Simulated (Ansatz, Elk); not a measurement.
## CaHfP2 (model structure): optical spectrum from first principles

Aim: the dielectric function of CaHfP2 (model structure), and the optical constants that follow from it. The cell was made here by substitution or stacking, whether or not such a phase is known. It was built so: All N replaced by P and Sr replaced by Ca in the R-3m structure of SrHfN2. The cell is first relaxed with Ansatz.

Calculated with Elk 11.2.3 (patched build); DFT, PBE, all-electron APW+lo, Dirac cores, scalar-relativistic bands, independent-particle optical response without local fields.

### 1. Starting point

The structure is trigonal, space group R-3m (No. 166). The conventional cell has a = 3.669 Å, b = 3.669 Å, c = 19.421 Å, α = 90.00°, β = 90.00°, γ = 120.00°. Hf has 6 P at 2.48 Å nearest. Nearest to Ca lie 6 P at 2.88 Å. Nearest to P lie 3 Hf at 2.48 Å and 3 Ca at 2.88 Å. Farther neighbours, and contacts between anions beyond the nearest, are not listed.

### 2. Relaxation

The structure was built or cut out here, so it is relaxed before any spectrum is computed.

This step: DFT, PBE, plane-wave PAW, default files, scalar-relativistic, relaxation (Ansatz 0.2.0).

Contents of input.yaml:

```yaml
crystal:
  lattice:
    - [1.8347262305, 1.0592796814, 6.4737481903]
    - [-1.8347262305, 1.0592796814, 6.4737481903]
    - [0.0, -2.1185593678, 6.4737481895]
  atoms:
    - { symbol: Hf, position: [0.5, 0.5, 0.5] }
    - { symbol: Ca, position: [0.0, 0.0, 0.0] }
    - { symbol: P, position: [0.767368, 0.767368, 0.767368] }
    - { symbol: P, position: [0.232632, 0.232632, 0.232632] }
kpoints:
  mp_grid: { grid: [7, 7, 7] }
scf:
  occupations: { method: fermi_dirac, width: 0.05 }
hamiltonian:
  xc: pbe
output:
  forces: true
  stress: true
relax:
  f_tol: 0.02
  max_steps: 50
  cell: {}
```

On the command line:

```bash
$ ansatz run input.yaml --threads 4 --pin off --max-ram 8192MiB --backend cpu --events-out ev --progress --plain --runs-dir out
```

The program printed:

```text
basis.fft_grid_basis auto: the FFT boxes are laid along the combinations [[1, 0, -1], [0, 1, -1], [0, 0, 1]] of the cell's own vectors, 3.669, 3.669 and 6.812 Å long. The dense box has 25×25×48 points. Along the cell's own vectors, as sized, it would have 48×48×48, 3.69 times as many. Of the 12 symmetry operations that the crystal satisfies within crystal.symmetry.tolerance (time reversal apart; of a slab, those that [...]
Engine: ansatz 0.2.0, aarch64-unknown-linux-gnu
Pseudopotentials: kind: paw
Pseudopotential: Hf, paw, valence charge 26, recommended cutoff 420 eV (normal), Hf.paw.azcp
Pseudopotential: Ca, paw, valence charge 10, recommended cutoff 420 eV (normal), Ca.paw.azcp
Pseudopotential: P, paw, valence charge 5, recommended cutoff 420 eV (normal), P.paw.azcp
Functional definition: PBE
  parameter kappa = 0.804
  parameter beta = 0.066725
  exchange = pbe_x(kappa = kappa, mu = beta*pi^2/3)
  correlation = pbe_c(beta = beta)
Crystal: 4 atoms, lattice volume = 75.490 Å³
Basis set: ecut = 420 eV, 1473 PW (Γ), FFT grids on a1−a3, a2−a3, a3, exchange–correlation on 50×50×96 points (8 copies of the dense FFT grid, shifted against one another)
Bands: 28, of which v1, the nominal top of the filled ones, is band 23 counted from 1 (22 counted from 0)
Symmetry: 12 space group operations
Space group: R-3m (ITA 166), of the structure as read, at distance tolerance 4.2e-5 Å
k-points: 44 of 343
Non-local potential: Hf, projectors of the file, l = 0: 3, l = 1: 2, l = 2: 2, l = 3: 3
Non-local potential: Ca, projectors of the file, l = 0: 3, l = 1: 2, l = 2: 2
Non-local potential: P, projectors of the file, l = 0: 2, l = 1: 2, l = 2: 2
PAW form: soft (Blöchl's): semilocal exchange-correlation on the pseudo side does not see the compensation charge
PAW one-centre angular grid: Hf, 590 points (default); XC on 64 Gauss nodes
PAW one-centre angular grid: Ca, 110 points (default); XC on 64 Gauss nodes
PAW one-centre angular grid: P, 110 points (default); XC on 64 Gauss nodes
Initial density: superposition of atomic densities (neutral atoms: chi_scale 0, normalization atom), corrected by the library's trained network
Initial wavefunctions: pseudopotential atomic-orbital guess
Functional: x = pbe(κ = 0.804, μ = 0.219515), c = pbe(β = 0.066725)
SCF iter   1: F=—  HF=-19053.834173 eV  |F-HF|=—  |Δ(HF+E_count)|=         —  Δρ=1.51e-3  dr2=2.97e-3  ethr=1.77e-3  ⟨swp⟩=7.9  Hψ=6150  notcnv=0
preconditioner: auto → Kerker (q_TF=auto, 2.512 Å⁻¹)  [metal: Δε(μ)=0.051 eV  Ē_g=12.930 eV  σ=0.050 eV  W_gap=0.24  n_scr=22 (ndim 8)  ℏωp=25.6 eV  f_vac=0.000  D(μ)=0.60/eV (n_scr^D=2)]
SCF iter   2: F=—  HF=-19053.834212 eV  |F-HF|=—  |Δ(HF+E_count)|=   3.92e-5  Δρ=1.04e-3  dr2=2.31e-3  ethr=6.45e-6  ⟨swp⟩=2.9  Hψ=2793  notcnv=0  defer=2
SCF iter   3: F=—  HF=-19053.833954 eV  |F-HF|=—  |Δ(HF+E_count)|=   2.58e-4  Δρ=4.29e-4  dr2=3.86e-4  ethr=5.03e-6  ⟨swp⟩=2.8  Hψ=1978  notcnv=0  defer=2
SCF iter   4: F=—  HF=-19053.833923 eV  |F-HF|=—  |Δ(HF+E_count)|=   3.06e-5  Δρ=2.21e-4  dr2=3.50e-5  ethr=8.40e-7  ⟨swp⟩=2.0  Hψ=2177  notcnv=0  defer=2
SCF iter   5: F=—  HF=-19053.833898 eV  |F-HF|=—  |Δ(HF+E_count)|=   2.50e-5  Δρ=6.79e-5  dr2=5.86e-6  ethr=7.60e-8  ⟨swp⟩=2.0  Hψ=2232  notcnv=0  defer=2
SCF iter   6: F=—  HF=-19053.833898 eV  |F-HF|=—  |Δ(HF+E_count)|=   1.62e-7  Δρ=2.91e-5  dr2=9.22e-7  ethr=1.27e-8  ⟨swp⟩=3.0  Hψ=1992  notcnv=0  defer=2
SCF iter   7: F=-19053.833898 eV  HF=-19053.833898 eV  |F-HF|=6.69e-9  |Δ(HF+E_count)|=   6.75e-8  Δρ=5.91e-6  dr2=3.87e-8  ethr=2.17e-10  ⟨swp⟩=3.0  Hψ=5307  notcnv=0
SCF 1 converged in 7 iterations: F = -19053.833898 eV  dr2 = 3.87e-8
  greatest PAW one-centre occupation: 0.998 electrons in one spin orbital (limit 2), on the Hf atom at site 0 (counted from 0), in its partial waves of l = 0
relax step   1: F+E_penalty+E_count = -19053.83389823 eV  Δ(F+E_penalty+E_count) = +0.000e0 eV  max|allowed force component| = 3.018e0 eV/Å  Δτ_max = 0.0000 Å  P = +16.736 GPa  Ω = 75.490 Å³  (7 SCF iters, dr2 threshold 1.00e-7 eV, accepted)
Crystal: 4 atoms, lattice volume = 82.156 Å³
Basis set: ecut = 420 eV, 1631 PW (Γ), FFT grids on a1−a3, a2−a3, a3, exchange–correlation on 50×50×96 points (8 copies of the dense FFT grid, shifted against one another)
Initial density: handed on by an earlier stage of this run
Initial wavefunctions: those handed on with the density
iter 1 solved again at ethr=9.54e-4 eV; its pass at ethr=3.10e-3 eV (dr2=4.39e-1 eV) is discarded
SCF iter   1: F=—  HF=-19054.739562 eV  |F-HF|=—  |Δ(HF+E_count)|=         —  Δρ=1.06e-2  dr2=4.35e-1  ethr=9.54e-4  ⟨swp⟩=1.3  Hψ=7498  notcnv=0
preconditioner: auto → Kerker (q_TF=auto, 2.477 Å⁻¹)  [metal: Δε(μ)=0.056 eV  Ē_g=12.926 eV  σ=0.050 eV  W_gap=0.27  n_scr=22 (ndim 8)  ℏωp=24.6 eV  f_vac=0.000  D(μ)=0.60/eV (n_scr^D=2)]
SCF iter   2: F=—  HF=-19054.689384 eV  |F-HF|=—  |Δ(HF+E_count)|=   5.02e-2  Δρ=5.85e-3  dr2=1.45e-1  ethr=9.45e-4  ⟨swp⟩=2.4  Hψ=1523  notcnv=0
SCF iter   3: F=—  HF=-19054.665187 eV  |F-HF|=—  |Δ(HF+E_count)|=   2.42e-2  Δρ=1.14e-3  dr2=3.75e-3  ethr=3.16e-4  ⟨swp⟩=3.1  Hψ=1838  notcnv=0
SCF iter   4: F=—  HF=-19054.665719 eV  |F-HF|=—  |Δ(HF+E_count)|=   5.33e-4  Δρ=1.17e-3  dr2=1.22e-3  ethr=8.16e-6  ⟨swp⟩=2.0  Hψ=2273  notcnv=0
SCF iter   5: F=—  HF=-19054.664242 eV  |F-HF|=—  |Δ(HF+E_count)|=   1.48e-3  Δρ=3.20e-4  dr2=1.61e-4  ethr=2.65e-6  ⟨swp⟩=2.0  Hψ=2239  notcnv=0
SCF iter   6: F=—  HF=-19054.664254 eV  |F-HF|=—  |Δ(HF+E_count)|=   1.25e-5  Δρ=1.10e-4  dr2=1.03e-5  ethr=3.49e-7  ⟨swp⟩=2.0  Hψ=2240  notcnv=0
SCF iter   7: F=—  HF=-19054.664259 eV  |F-HF|=—  |Δ(HF+E_count)|=   4.94e-6  Δρ=2.85e-5  dr2=2.67e-6  ethr=2.23e-8  ⟨swp⟩=2.0  Hψ=1888  notcnv=0
SCF iter   8: F=-19054.664259 eV  HF=-19054.664259 eV  |F-HF|=5.69e-8  |Δ(HF+E_count)|=   1.77e-7  Δρ=1.03e-5  dr2=1.38e-7  ethr=8.70e-10  ⟨swp⟩=3.6  Hψ=5385  notcnv=0
SCF 2 converged in 8 iterations: F = -19054.664259 eV  dr2 = 1.38e-7
relax step   2: F+E_penalty+E_count = -19054.66425909 eV  Δ(F+E_penalty+E_count) = -8.304e-1 eV  max|allowed force component| = 3.768e-1 eV/Å  Δτ_max = 0.1950 Å  P = +1.184 GPa  Ω = 82.156 Å³  energy of the carried Pulay correction = -1.378e-3 eV  (8 SCF iters, dr2 threshold 4.00e-7 eV, accepted)
Crystal: 4 atoms, lattice volume = 84.216 Å³
Basis set: ecut = 420 eV, 1671 PW (Γ), FFT grids on a1−a3, a2−a3, a3, exchange–correlation on 50×50×96 points (8 copies of the dense FFT grid, shifted against one another)
iter 1 solved again at ethr=1.38e-5 eV; its pass at ethr=3.10e-3 eV (dr2=6.34e-3 eV) is discarded
SCF iter   1: F=—  HF=-19054.678241 eV  |F-HF|=—  |Δ(HF+E_count)|=         —  Δρ=2.31e-3  dr2=6.27e-3  ethr=1.38e-5  ⟨swp⟩=2.0  Hψ=8136  notcnv=0
preconditioner: auto → Kerker (q_TF=auto, 2.467 Å⁻¹)  [metal: Δε(μ)=0.088 eV  Ē_g=12.921 eV  σ=0.050 eV  W_gap=0.41  n_scr=22 (ndim 8)  ℏωp=24.3 eV  f_vac=0.000  D(μ)=0.59/eV (n_scr^D=2)]
SCF iter   2: F=—  HF=-19054.678165 eV  |F-HF|=—  |Δ(HF+E_count)|=   7.58e-5  Δρ=1.47e-3  dr2=2.89e-3  ethr=1.36e-5  ⟨swp⟩=1.0  Hψ=1235  notcnv=0
SCF iter   3: F=—  HF=-19054.678215 eV  |F-HF|=—  |Δ(HF+E_count)|=   4.96e-5  Δρ=1.98e-4  dr2=3.18e-5  ethr=6.27e-6  ⟨swp⟩=2.3  Hψ=1741  notcnv=0
SCF iter   4: F=—  HF=-19054.678218 eV  |F-HF|=—  |Δ(HF+E_count)|=   2.70e-6  Δρ=1.61e-4  dr2=2.16e-5  ethr=6.92e-8  ⟨swp⟩=2.2  Hψ=2394  notcnv=0
SCF iter   5: F=—  HF=-19054.678213 eV  |F-HF|=—  |Δ(HF+E_count)|=   4.61e-6  Δρ=5.89e-5  dr2=4.24e-6  ethr=4.70e-8  ⟨swp⟩=2.0  Hψ=1950  notcnv=0
SCF iter   6: F=—  HF=-19054.678213 eV  |F-HF|=—  |Δ(HF+E_count)|=   4.09e-7  Δρ=1.94e-5  dr2=5.66e-7  ethr=9.23e-9  ⟨swp⟩=2.0  Hψ=2101  notcnv=0
SCF iter   7: F=-19054.678213 eV  HF=-19054.678213 eV  |F-HF|=4.78e-9  |Δ(HF+E_count)|=   5.14e-8  Δρ=5.51e-6  dr2=3.38e-8  ethr=8.70e-10  ⟨swp⟩=5.0  Hψ=5234  notcnv=0
SCF 3 converged in 7 iterations: F = -19054.678213 eV  dr2 = 3.38e-8
relax step   3: F+E_penalty+E_count = -19054.67821329 eV  Δ(F+E_penalty+E_count) = -1.395e-2 eV  max|allowed force component| = 1.296e-1 eV/Å  Δτ_max = 0.0460 Å  P = -0.222 GPa  Ω = 84.216 Å³  energy of the carried Pulay correction = -1.780e-3 eV  (7 SCF iters, dr2 threshold 4.00e-7 eV, accepted)
[...]
relax step   4: F+E_penalty+E_count = -19054.68761912 eV  Δ(F+E_penalty+E_count) = -9.406e-3 eV  max|allowed force component| = 3.275e-3 eV/Å  Δτ_max = 0.0102 Å  P = -0.051 GPa  Ω = 83.877 Å³  energy of the carried Pulay correction = -1.715e-3 eV  (6 SCF iters, dr2 threshold 4.00e-7 eV, accepted)
[...]
relax step   5: F+E_penalty+E_count = -19054.68764619 eV  Δ(F+E_penalty+E_count) = -2.707e-5 eV  max|allowed force component| = 9.667e-4 eV/Å  Δτ_max = 0.0005 Å  P = -0.004 GPa  Ω = 83.823 Å³  energy of the carried Pulay correction = -1.704e-3 eV  (5 SCF iters, dr2 threshold 1.25e-8 eV, accepted)
Basis set: ecut = 420 eV, 1649 PW (Γ), FFT grids on a1−a3, a2−a3, a3, exchange–correlation on 54×54×96 points (8 copies of the dense FFT grid, shifted against one another)
Initial wavefunctions: pseudopotential atomic-orbital guess (no wavefunctions were taken with the density)
iter 1 solved again at ethr=2.78e-7 eV; its pass at ethr=3.10e-3 eV (dr2=1.28e-4 eV) is discarded
SCF iter   1: F=—  HF=-19054.689685 eV  |F-HF|=—  |Δ(HF+E_count)|=         —  Δρ=1.26e-4  dr2=1.65e-6  ethr=2.78e-7  ⟨swp⟩=3.3  Hψ=9081  notcnv=0
SCF iter   2: F=—  HF=-19054.689692 eV  |F-HF|=—  |Δ(HF+E_count)|=   6.93e-6  Δρ=6.98e-5  dr2=1.12e-6  ethr=3.58e-9  ⟨swp⟩=2.1  Hψ=2273  notcnv=0
SCF iter   3: F=—  HF=-19054.689693 eV  |F-HF|=—  |Δ(HF+E_count)|=   1.04e-6  Δρ=4.23e-5  dr2=2.65e-7  ethr=2.43e-9  ⟨swp⟩=2.0  Hψ=1984  notcnv=0
SCF iter   4: F=—  HF=-19054.689694 eV  |F-HF|=—  |Δ(HF+E_count)|=   8.03e-7  Δρ=6.89e-6  dr2=9.49e-9  ethr=5.75e-10  ⟨swp⟩=3.0  Hψ=2249  notcnv=0
SCF iter   5: F=—  HF=-19054.689694 eV  |F-HF|=—  |Δ(HF+E_count)|=   2.26e-8  Δρ=9.59e-7  dr2=6.28e-10  ethr=2.06e-11  ⟨swp⟩=2.0  Hψ=2254  notcnv=0
SCF iter   6: F=—  HF=-19054.689694 eV  |F-HF|=—  |Δ(HF+E_count)|=  1.16e-10  Δρ=1.68e-7  dr2=8.30e-11  ethr=1.37e-12  ⟨swp⟩=2.0  Hψ=2249  notcnv=0
SCF iter   7: F=-19054.689694 eV  HF=-19054.689694 eV  |F-HF|=7.28e-12  |Δ(HF+E_count)|=    0.00e0  Δρ=9.45e-8  dr2=3.33e-11  ethr=1.00e-12  ⟨swp⟩=4.1  Hψ=3913  notcnv=0
SCF 6 converged in 7 iterations: F = -19054.689694 eV  dr2 = 3.33e-11
relax step   6: F+E_penalty+E_count = -19054.68969405 eV  Δ(F+E_penalty+E_count) = -2.048e-3 eV  max|allowed force component| = 1.974e-3 eV/Å  Δτ_max = 0.0000 Å  P = +0.018 GPa  Ω = 83.823 Å³  stress off target by 2.50e-2 GPa  SCF on the basis re-selected at this cell (its energy is not comparable with the rows above)  (7 SCF iters)
basis re-selected at this cell: Δ(F+E_penalty+E_count) = -2.048e-3 eV, ΔP = +0.023 GPa vs the last step (what re-selecting the basis moved, of the pressure what is left beyond the Pulay correction that the steps carried, after the strain that the cell walked since its last selection, with what the two solves' SCF thresholds leave and, on support functions, any second-order correction that the steps lacked; it is no measure of the basis error at this ecutwfc). The dense FFT grid was sized anew with the basis: this SCF ran on 27×27×48 points, the steps before it on 25×25×48, so part of this shift can come from that change (see relax.cell in the input reference). [rest of the remark cut]
SCF converged after 7 iterations
Free energy (F): -19054.689694 eV
Harris-Foulkes:  -19054.689694 eV  (|F-HF|=7.28e-12)
Internal energy: -19054.685029 eV  (E = F + TS)
E sigma→0 (E₀):  -19054.687362 eV
Entropy (-TS):   -0.004665 eV (-1.166 meV/atom)
Fermi energy:    10.881859 eV
--- Per-component energies (eV) ---
  E_band       = -255.055945
  E_kinetic    = 840.864581
  E_local      = -8103.204069  (includes V_loc(G=0)·N_el)
  E_nonlocal   = -1112.492544
  E_hartree    = 3666.955257
  E_xc         = -561.361082
  E_vxc        = -560.396574  (∫ρ·V_xc dr)
  E_paw        = -8923.514638  (= ΣΔE_a)
  E_vpaw       = 1346.262390  (= ΣTr[D̂ρ^β])
  E_aug_tail   = -0.000001  (compensation charges beyond the density's cutoff)
  E_ewald      = -4861.932532
  E_smearing   = -0.004665  (= −TS)
  E_closure    = -0.000000  (closes the sum)
  Σ components = -19054.689694   (vs F -19054.689694, Δ=0.00e0)
--- Forces (eV/Å), atoms counted from 1 ---
  atom   1  Hf     0.00000000     0.00000000     0.00000000
  atom   2  Ca    -0.00000000     0.00000000    -0.00000000
  atom   3  P     -0.00000000    -0.00000000     0.00197437
  atom   4  P      0.00000000     0.00000000    -0.00197437
  max |Σ_I F_I| component: 8.67e-19 eV/Å
--- Stress (GPa, compression-positive) ---
        0.025018       0.000000      -0.000000
        0.000000       0.025018       0.000000
       -0.000000       0.000000       0.005249
  P = ⅓ Tr σ = 0.0184 GPa (0.184 kbar)
--- Relaxed structure (5 steps of the walk, 5 accepted, 1 SCFs on fresh bases) ---
  F+E_penalty+E_count = -19054.68969405 eV   max|allowed force component| = 1.974e-3 eV/Å   (the final SCF, on the basis selected at the relaxed cell)
  cell:  # Å, volume = 83.8235 Å³
    - [1.914837, 1.105531, 6.599510]
    - [-1.914837, 1.105531, 6.599510]
    - [0, -2.211063, 6.599510]
  atoms:
    - { symbol: Hf, position: [0.5, 0.5, 0.500000] }
    - { symbol: Ca, position: [-3.572837e-19, -3.572837e-19, -3.572837e-19] }
    - { symbol: P, position: [0.759141, 0.759141, 0.759141] }
    - { symbol: P, position: [0.240859, 0.240859, 0.240859] }
```

It took 6.9 s on 4 threads of Arm Neoverse V2, shared host; peak memory 0.47 GiB; 25 s of CPU time.

The column dr2 measures how far the density is from self-consistency, as an energy; F and HF (Harris–Foulkes) agree once it is small.

Relaxation path:

```tsv
step	energy less that of the first step (eV)	largest force component (eV/Å)	pressure (GPa)	volume (Å³)
1	0.0000	3.0179	16.74	75.49
2	-0.8304	0.3768	1.18	82.16
3	-0.8443	0.1296	-0.22	84.22
4	-0.8537	0.0033	-0.05	83.88
5	-0.8537	0.0010	0.00	83.82
6*	-0.8558	0.0020	0.02	83.82
```

Relaxation steps marked * repeat the geometry before them on a plane-wave basis chosen anew for their cell, so energy and pressure can jump there.

The run keeps the 12 symmetry operations that the program found, so distortions that break them were not tested.

```tsv
conventional cell, symmetrised	before	after	change
a (Å)	3.669	3.830	+4.4 %
b (Å)	3.669	3.830	+4.4 %
c (Å)	19.421	19.799	+1.9 %
volume (Å³/atom)	18.87	20.96	+11.0 %
```

The atoms that moved most (Å, as changes of fractional coordinates times the final cell):

```tsv
atom	dx	dy	dz	length
P4	0.000	0.000	0.163	0.163
P3	0.000	0.000	-0.163	0.163
```

The relaxed structure:

```cif
data_structure
_symmetry_space_group_name_H-M 'P 1'
_symmetry_Int_Tables_number 1
_cell_length_a 6.9601
_cell_length_b 6.9601
_cell_length_c 6.9601
_cell_angle_alpha 31.938
_cell_angle_beta 31.938
_cell_angle_gamma 31.938
_cell_volume 83.82
loop_
_atom_site_label
_atom_site_type_symbol
_atom_site_fract_x
_atom_site_fract_y
_atom_site_fract_z
_atom_site_occupancy
Hf1 Hf 0.50000 0.50000 0.50000 1
Ca2 Ca 0.00000 0.00000 0.00000 1
P3 P 0.75914 0.75914 0.75914 1
P4 P 0.24086 0.24086 0.24086 1
```

The relaxation ends with a largest force component of 0.0020 eV/Å and a pressure of 0.02 GPa.

(Continued in part 2 of 2.)

[Long decimals in the printed logs are rounded to 6 places.]

[Machine, clock and banner lines and Python warnings are left out of the logs.]

[Logs are printed without paths, hosts, clocks, repeated set-up lines and the standing remarks that a program may print on its own settings, such as how far it seeks lower states.]

[Hosts, paths, dates, database ids (printed as entryN), source tags and the programs' standing remarks are cut or masked in the printed files.]

[Where Elk ran, warnings of its patched build on accuracy (core leakage, angular cutoffs, spin-orbit splittings, empty states, lower magnetic states) are left out.]

[Where the starting crystal was built by hand or by swapping elements, it need not be the compound's stable phase.]

[The count of steps not shown may lack steps that the program refused or didn't finish.]
